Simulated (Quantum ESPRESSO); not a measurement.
```
NiAgO2: parallel and opposed starts
1.0
     2.99916    0.00000    0.00000
    -1.49958    2.59735    0.00000
     0.00000    0.00000   12.31513
Ni Ag O
2 2 4
Direct
  0.00000 0.00000 0.50000
  0.00000 0.00000 0.00000
  0.66667 0.33333 0.75000
  0.33333 0.66667 0.25000
  0.33333 0.66667 0.41806
  0.66667 0.33333 0.91806
  0.66667 0.33333 0.58194
  0.33333 0.66667 0.08194
# method: LDA with U = 6 eV on Ni d (ortho-atomic projectors); plane waves with GBRV 1.5 LDA potentials, no spin-orbit coupling, projections on orthogonalised atomic orbitals (and 2 further levels or steps)
# program: Quantum ESPRESSO 7.5
# settings of one run: GBRV 1.5 LDA, cutoff 544.23 eV, 8×8×2 k-mesh, 68 bands, fermi-dirac occupations, smearing width 0.05 eV, collinear spin, SCF threshold 1.60e-8, Hubbard form dudarev, Hubbard projectors ortho-atomic, starting moments 2 2 0 0 0 0 0 0 μB
# cost: 4 runs, 4.1 min in all on 4 MPI ranks of Arm Neoverse V1, shared host (the runs of this entry)
# notes: This is the lowest of 2 collinear or spinless starts, no proof of the ground state. The smearing term is large for its width, so states at the Fermi level are partly filled: at this level the cell is a metal or has a gap of a few widths at most.
# lowest state found: ferromagnetic (from ferro ++)
# largest site moment: 1.34 μB
# next state with moments: antiferromagnetic, 25.0 meV a seeded atom higher
```

[Logs and program files are shortened in this print: banners, set-up blocks, solver, clock and traceback lines can be left out without a mark of their own.]

[Logs are printed without paths, hosts, clocks, repeated set-up lines and the standing remarks that a program may print on its own settings, such as how far it seeks lower states.]

[Hosts, paths, dates, database ids (printed as entryN), source tags and the programs' standing remarks are cut or masked in the printed files.]

[Where a cell is said to come from a database of computed structures, the database is the Materials Project.]
